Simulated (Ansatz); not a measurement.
# Where C_P puts its levels in the gap of BP (F-43m)

Charge states of C_P in BP (F-43m), set against the band edges. Model: a cell of 54 host atoms with 1 P taken out and 1 C put in.

Program: Ansatz 0.2.0. Level of theory: place-levels on r2SCAN runs: charge-transition levels and formation energies with image-charge correction and potential alignment at the atomic sites; PAW set soft_1. Results are calculated unless marked as measured.

## (1) The structure

The cell holds 54 atoms: 27 B, 26 P and 1 C. Its edges and angles: a = 9.623 Å, b = 9.623 Å, c = 9.623 Å, α = 60.0°, β = 60.0°, γ = 60.0°. It derives from BP (space group F-43m). Nearest the centre at fractional (0.250, 0.583, 0.583): C10 at 0.00 Å, B35 at 1.96 Å, B29 at 1.96 Å, B17 at 1.96 Å, B33 at 1.96 Å, P28 at 3.21 Å, P14 at 3.21 Å, P6 at 3.21 Å.

Coordinates:

```xyz
54
Lattice="0.0000 6.8046 6.8046 6.8046 0.0000 6.8046 6.8046 6.8046 0.0000" Properties=species:S:1:pos:R:3 pbc="T T T"
B     0.0000    0.0000    0.0000
P     3.4023    3.4023    3.4023
B     2.2682    2.2682    0.0000
P     5.6705    5.6705    3.4023
B     4.5364    4.5364    0.0000
P     7.9386    7.9386    3.4023
B     2.2682    0.0000    2.2682
P     5.6705    3.4023    5.6705
B     4.5364    2.2682    2.2682
C     7.9386    5.6705    5.6705
B     6.8046    4.5364    2.2682
P    10.2068    7.9386    5.6705
B     4.5364    0.0000    4.5364
P     7.9386    3.4023    7.9386
B     6.8046    2.2682    4.5364
P    10.2068    5.6705    7.9386
B     9.0727    4.5364    4.5364
P    12.4750    7.9386    7.9386
B     0.0000    2.2682    2.2682
P     3.4023    5.6705    5.6705
B     2.2682    4.5364    2.2682
P     5.6705    7.9386    5.6705
B     4.5364    6.8046    2.2682
P     7.9386   10.2068    5.6705
B     2.2682    2.2682    4.5364
P     5.6705    5.6705    7.9386
B     4.5364    4.5364    4.5364
P     7.9386    7.9386    7.9386
B     6.8046    6.8046    4.5364
P    10.2068   10.2068    7.9386
B     4.5364    2.2682    6.8046
P     7.9386    5.6705   10.2068
B     6.8046    4.5364    6.8046
P    10.2068    7.9386   10.2068
B     9.0727    6.8046    6.8046
P    12.4750   10.2068   10.2068
B     0.0000    4.5364    4.5364
P     3.4023    7.9386    7.9386
B     2.2682    6.8046    4.5364
P     5.6705   10.2068    7.9386
B     4.5364    9.0727    4.5364
P     7.9386   12.4750    7.9386
B     2.2682    4.5364    6.8046
P     5.6705    7.9386   10.2068
B     4.5364    6.8046    6.8046
P     7.9386   10.2068   10.2068
B     6.8046    9.0727    6.8046
P    10.2068   12.4750   10.2068
B     4.5364    4.5364    9.0727
P     7.9386    7.9386   12.4750
B     6.8046    6.8046    9.0727
P    10.2068   10.2068   12.4750
B     9.0727    9.0727    9.0727
P    12.4750   12.4750   12.4750
```

Screening for the image-charge correction: ε∞ = 9.31, ε0 = 9.42, computed on the host (DFPT, PBEsol, on the r2SCAN cell), and a cell off the functional's own equilibrium shifts the ionic part.

The cell's shortest repeat is 9.6 Å.

## (2) What was run first

A transition level is the Fermi level at which two charge states cost the same, so each charge needs its own total energy, at its own relaxed structure.

Random displacements of about 0.05 Å break the site symmetry at the start, so that the relaxation can reach a distorted minimum if there is one. Forces are taken on a 2×2×2 shifted mesh. The cell holds 1 electron more than the neutral one, with a uniform background that keeps it neutral on the whole.

The sampling was tested on the host first: at the k-points planned (1x1x1 shifted 0.25 0.25 0.25) its energy lies 0.152 eV an atom from the dense-mesh value, so the final energies take a denser sampling.

One state's input; the others differ in charge, spin, start and seed, and in occupations where the table says so.

Contents of qm1.relax/input.yaml:

```yaml
crystal:
  lattice:
    - [0.0, 2.26818541, 2.26818541]
    - [2.26818541, 0.0, 2.26818541]
    - [2.26818541, 2.26818541, 0.0]
  atoms:
    - { symbol: B, position: [0.0, 0.0, 0.0] }
    - { symbol: P, position: [0.75, 0.75, 0.75] }
  supercell: [3, 3, 3]
  defects: [{ substitution: { at: 9, symbol: C } }]
total_charge: -1
basis:
  ecutwfc: 500
  xc_grid: 2
hamiltonian:
  xc: r2scan
  pseudopotentials: { kind: paw, azcp: { folder: soft_1 } }
kpoints:
  mp_grid: { grid: [2, 2, 2], shift: [0.5, 0.5, 0.5] }
scf:
  occupations: { method: fixed }
  max_iter: 100
output:
  forces: true
  charged_corrections: { epsilon: 9.31, static_epsilon: 9.42 }
relax:
  f_tol: 0.02
  max_steps: 80
  random_displacement: { amplitude: 0.05, seed: 2478 }
checkpoint:
  write: "../qm1.relax.run"
  compress: false
  write_wavefunctions: true
  write_every: 100000
```

Started as:

```bash
> ansatz run input.yaml --threads 4 --pin off --max-ram 7536MiB --backend cpu --events-out ev --progress --plain --runs-dir out
```

The run of this state that the levels use, under r2SCAN:

Contents of qm1.point/input.yaml:

```yaml
crystal:
  checkpoint: "../qm1.relax.run"
  host: checkpoint
total_charge: -1
basis:
  ecutwfc: 500
  xc_grid: 2
hamiltonian:
  xc: r2scan
  pseudopotentials: { kind: paw, azcp: { folder: soft_1 } }
kpoints:
  mp_grid: { grid: [2, 2, 2], shift: [0.5, 0.5, 0.5] }
scf:
  occupations: { method: fixed }
  max_iter: 100
output:
  forces: true
  eigenvalues: true
  charged_corrections:
    epsilon: 9.31
    static_epsilon: 9.42
    defect_position: [0.25, 0.583333, 0.583333]
  eigenstates: { localisation: true }
  populations: true
  band_densities: [{ bands: [v1, v1] }, { bands: [c1, c1] }]
  write_density: true
  write_potential: true
  volumetric_format: npy
checkpoint:
  read: "../qm1.relax.run"
  write: "../qm1.point.run"
  compress: false
  write_wavefunctions: false
  write_every: 100000
```

Relaxations under r2SCAN at a 2×2×2 shifted mesh; times on 4 threads of Arm Neoverse V1, shared host:

| charge | moment (μB) | occupations | outcome | steps | largest displacement against the far atoms (Å) | time |
| --- | --- | --- | --- | --- | --- | --- |
| −1 | 0 | fixed | converged | 5 | 0.23 | 2.3 min |
| 0 | 1 | fixed | converged | 10 | 0.24 | 8.9 min |
| +1 | 0 | fixed | converged | 13 | 0.25 | 4.2 min |
| +1 | 2 | fixed | converged | 5 | 0.24 | 5.3 min |

Single points under r2SCAN at a 2×2×2 shifted mesh; times on 4 threads of Arm Neoverse V1, shared host:

```csv
charge,moment (μB),occupations,outcome,time
−1,0,fixed,converged,27 s
0,1,fixed,converged,53 s
+1,0,fixed,converged,26 s
+1,2,fixed,converged,54 s
```

Distances (Å) from C10 to the nearest atoms after relaxation with r2SCAN:

```csv
charge,moment (μB),1.,2.,3.,4.,5.,6.
−1,0,B 1.73,B 1.73,B 1.73,B 1.73,P 3.17,P 3.17
0,1,B 1.71,B 1.73,B 1.73,B 1.74,P 3.16,P 3.16
+1,0,B 1.69,B 1.73,B 1.73,B 1.76,P 3.15,P 3.16
+1,2,B 1.72,B 1.73,B 1.73,B 1.73,P 3.17,P 3.17
```

## (3) place-levels, r2SCAN

A charged cell interacts with its images and the background, and its potential has another zero than the host's. place-levels removes the first by a point-charge model, screened by the static dielectric constant since the ions have relaxed around the charge, and the second by comparing potentials at atoms far from the defect.

The host is a run of the defect-free crystal in the same cutoffs, grids and k-points, so that basis and sampling errors cancel in part in the differences. The host is run in a cell of 2 atoms on a matching mesh. Its band edges are searched through the zone by a band path, so the gap is smaller than, or equal to, that on the mesh. Chemical potentials are energies per atom of P (black phosphorus) and C (diamond), run with the same functional and cutoff. Carbon is taken as diamond, which semilocal functionals can put about 0.1 eV an atom over graphite.

Contents of levels.point.yaml:

```yaml
host:
  run: host.point.run
states: [qm1.point.run, q0_M1.point.run, qp1.point.run, qp1_M2.point.run]
geometry_from:
  qm1.point.run: qm1.relax.run
  q0_M1.point.run: q0_M1.relax.run
  qp1.point.run: qp1.relax.run
  qp1_M2.point.run: qp1_M2.relax.run
  host.point.run: host.relax.run
chemical_potentials:
  P:
    energy: -759.166194
    dataset: "<sha256 of the dataset>"
  C:
    energy: -251.553391
    dataset: "<sha256 of the dataset>"
epsilon: 9.31
static_epsilon: 9.42
vertical:
  - { from: qm1.point.run, to: qm1.point_neutral.run }
  - { from: qp1.point.run, to: qp1.point_neutral.run }
  - { from: qp1_M2.point.run, to: qp1_M2.point_neutral.run }
```

Started as:

```bash
> ansatz place-levels levels.point.yaml -- --threads 4 --pin off --max-ram 7536MiB
```

Numbers of over 12 decimals in the logs are rounded to 6 here.

The log of the run:

```text
[... repeated set-up lines and file paths are left out, and long positions are rounded to six places ...]
(+1/0) 0.034 eV beneath the valence edge (-0.393 eV without the band-filling correction), in the valence band; not on the lower envelope
(0/-1) 0.036 eV beneath the valence edge (-0.105 eV without the band-filling correction), in the valence band; not on the lower envelope
(+1/-1) 0.035 eV beneath the valence edge (-0.249 eV without the band-filling correction), in the valence band: charges between them are lowest nowhere
formation energy of charge +1: +2.828 eV with the Fermi level at the valence edge
formation energy of charge 0: +2.794 eV with the Fermi level at the valence edge
formation energy of charge -1: +2.758 eV with the Fermi level at the valence edge
vertical -1 to 0: no energy, since no alignment is typed
  the change from vertical[0].from (qm1.point.run) to vertical[0].to (qm1.point_neutral.run): by its potential at epsilon 9.31 it stands at 0.192 0.535 0.541, with an rms radius of about 4.9 Å (2.8 2.9 2.9 Å across the planes of the cell's vectors); [...]
vertical +1 to 0: no energy, since no alignment is typed
  the change from vertical[1].from (qp1.point.run) to vertical[1].to (qp1.point_neutral.run): by its potential at epsilon 9.31 it stands at 0.192 0.544 0.525, with an rms radius of about 5.0 Å (2.8 3.0 2.8 Å across the planes of the cell's vectors); [...]
vertical +1 to 0: no energy, since no alignment is typed
  the change from vertical[2].from (qp1_M2.point.run) to vertical[2].to (qp1_M2.point_neutral.run): by its potential at epsilon 9.31 it stands at 0.177 0.518 0.508, with an rms radius of about 4.7 Å (2.7 2.8 2.7 Å across the planes of the cell's vectors); [...]
  edges by r2scan, gap 1.407 eV; the host is sampled to repeats of 19.25 Å
  the defect's cells are sampled to repeats of 19.25 Å, like sampling
  charge +1: -24248.9509 eV with its correction of -0.154 eV, at epsilon 9.42, aligned at sites: -0.4111 eV, mean over 19 atomic sites at or beyond 4.81 Å from the defect at [0.2500, 0.5833, 0.5833], with +0.000000 for the charge's moments and without [...]
  charge 0: +0.000 eV for its dipole among its images, +0.000 omitted
  charge -1: -24230.9898 eV with its correction of +0.438 eV, at epsilon 9.42, aligned at sites: -0.1800 eV, mean over 19 atomic sites at or beyond 4.81 Å from the defect at [0.2500, 0.5833, 0.5833], with +0.000000 for the charge's moments and without [...]
  charge +1: states[3] (qp1_M2.point.run) stands 0.168 eV higher, with a moment of 2.00 μB against 0.00
  of states[2] (qp1.point.run): it parts from the run at its places by a charge that spreads by about 3 Å along one vector (1.4 Å or more is wide), by its potential at epsilon 9.31, taken for that of held ions (one typed too small widens it), where the cell [...]
  of states[1] (q0_M1.point.run): a band-filling correction moves a carrier to the host's band edge, which changes its energy by -0.069 eV; [...]
  of states[0] (qm1.point.run): it parts from the run at its places by a charge that spreads by about 2.9 Å along one vector (1.4 Å or more is wide), by its potential at epsilon 9.31, taken for that of held ions (one typed too small widens it), where the cell [...]
  of states[3] (qp1_M2.point.run): it parts from the run at its places by a charge that spreads by about 2.8 Å along one vector (1.4 Å or more is wide), by its potential at epsilon 9.31, taken for that of held ions (one typed too small widens it), where the [...]
  of vertical[0].from (qm1.point.run): it parts from the run at its places by a charge that spreads by about 2.9 Å along one vector (1.4 Å or more is wide), by its potential at epsilon 9.31, taken for that of held ions (one typed too small widens it), where [...]
  of vertical[0].to (qm1.point_neutral.run): band_overlap_at_count; stability_check_not_made
  of vertical[1].from (qp1.point.run): band_overlap_at_count; of the run under geometry_from: band_overlap_at_count; [...]
  of vertical[1].to (qp1.point_neutral.run): band_overlap_at_count; stability_check_not_made
  of vertical[2].from (qp1_M2.point.run): its moments are held at its close (magnetization.spin_locking), by a field of 0.040 eV a Bohr magneton, and its energy and levels are of the state that this holds: a run that lets them go can end lower; [...]
  of vertical[2].to (qp1_M2.point_neutral.run): band_overlap_at_count; stability_check_not_made
```

It took 0.46 s on 4 threads of Arm Neoverse V1, shared host.

Levels between the charges placed, in eV above the valence top:

```csv
,gap (eV),(+1/0),(0/−1)
r2SCAN,1.41,-0.03,-0.04
```

Corrections by state:

```
charge  moment (μB)  image terms and alignment (eV)  band filling (eV)  ε used  over the lowest of its charge, as the program ranks them, band filling apart (eV)
    +1          0.0                          -0.154             -0.429    9.42                                                                              0.000
     0          1.0                           0.000             -0.069       -                                                                              0.000
    −1          0.0                           0.438                  -    9.42                                                                              0.000
    +1          2.0                          -0.153                  -    9.42                                                                              0.168
```

The charged structures listed were also run neutral, and place-levels reads from each pair, by the potential or the spins, how wide the charge is by which they differ; that can be the carrier of either run.

```csv
charge,rms radius (Å),spread where it is widest against the cell (Å),wide from (Å),reading
+1,5.0,2.96,1.36,wide
−1,4.9,2.89,1.36,wide
```

The neutral runs of these pairs need not share the spin of the lowest neutral state, and very wide values only mean spread over the cell.

From the program's caveats on the states, each cut to its opening words:

- charge +1: it parts from the run at its places by a charge that spreads by about 3 Å along one vector (1.4 Å or more is wide), by its potential at epsilon 9.31, taken for [...]
- charge +1: a band-filling correction moves a carrier to the host's band edge, which changes its energy by -0.429 eV
- charge +1: its alignment with the host at atomic sites is doubtful: the mean over the far sites moves by -0.0633 eV from their farther parts to their nearer, more than [...]
- charge +1, 0 (1 μB): filled levels lie above empty ones at the fixed electron count
- charge 0 (1 μB): a band-filling correction moves a carrier to the host's band edge, which changes its energy by -0.069 eV
- charge 0 (1 μB): its alignment with the host at atomic sites is doubtful: the mean over the far sites moves by -0.0774 eV from their farther parts to their nearer, more than [...]
- charge 0 (1 μB), +1 (2 μB): flagged: stability check not made
- charge −1: it parts from the run at its places by a charge that spreads by about 2.9 Å along one vector (1.4 Å or more is wide), by its potential at epsilon 9.31, taken [...]
- charge −1: its alignment with the host at atomic sites is doubtful: the mean over the far sites moves by -0.0886 eV from their farther parts to their nearer, more than [...]
- charge +1 (2 μB): it parts from the run at its places by a charge that spreads by about 2.8 Å along one vector (1.4 Å or more is wide), by its potential at epsilon 9.31, taken [...]
- charge +1 (2 μB): its alignment with the host at atomic sites is doubtful: the mean over the far sites moves by -0.0585 eV from their farther parts to their nearer, more than [...]
- charge +1 (2 μB): its moments are held at its close (magnetization.spin_locking), by a field of 0.040 eV a Bohr magneton, and its energy and levels are of the state that this [...]

Formation energies (eV), elemental references (Δμ(P) = 0.00 eV, Δμ(C) = 0.00 eV):

| charge | Fermi level at the valence top | at the conduction bottom |
| --- | --- | --- |
| +1 | 2.83 | 4.23 |
| 0 | 2.79 | 2.79 |
| −1 | 2.76 | 1.35 |

## (4) Results

```yaml
gap_of_the_host: 1.41 eV (r2SCAN)
level_plus_1_over_0: 0.03 eV below the valence top, not a change between lowest states (-0.39 eV above the valence top without the band-filling term)
level_0_minus_1: 0.04 eV below the valence top, not a change between lowest states (-0.10 eV above the valence top without the band-filling term)
lowest_of_the_charges_placed_just_above_the_valence_top_0p02_ev: −1
lowest_of_the_charges_placed_just_below_the_conduction_bottom_0p02_ev: −1
lowest_formation_energy_at_mid_gap_of_the_charges_run_elemental_references: 2.05 eV
```

**Reading.** Of the charges placed (−1, 0 and +1), −1 is the lowest from 0.02 eV above the valence top to 0.02 eV below the conduction bottom, a gap of 1.41 eV. Charges below −1 were not placed, so these runs say nothing of levels that involve them. States placed: +1 at 0 μB and 2 μB; 0 at 1 μB; −1 at 0 μB. Other spin states or structures, where not listed, weren't placed. The program finds carriers beyond a band edge of the host and adds a band-filling term at charge 0 (-0.07 eV) and +1 (-0.43 eV); steps to such a charge show no bound level, and a defect level inside a band would be read the same way. C is taken at its element; compounds, which aren't counted here, bound the chemical potentials and would shift these formation energies. The program doubts the alignment of potentials for at least one state, a sign that the cell is small. Limits: r2SCAN makes the gap too small and tends to spread out bound carriers.

[Logs are printed without paths, hosts, clocks, repeated set-up lines and the standing remarks that a program may print on its own settings, such as how far it seeks lower states.]

[Hosts, paths, dates, database ids (printed as entryN), source tags and the programs' standing remarks are cut or masked in the printed files.]

[Where a table of states has a column of steps, it counts the stored structures, which are thinned; the runs took as many ionic steps or more.]

[A defect's name tells the site on which it was built; relaxed atoms can leave that site.]

[For some hosts the program warned that the k-mesh of the response run may be too coarse for force constants and the static dielectric constant; such warnings are not shown here.]
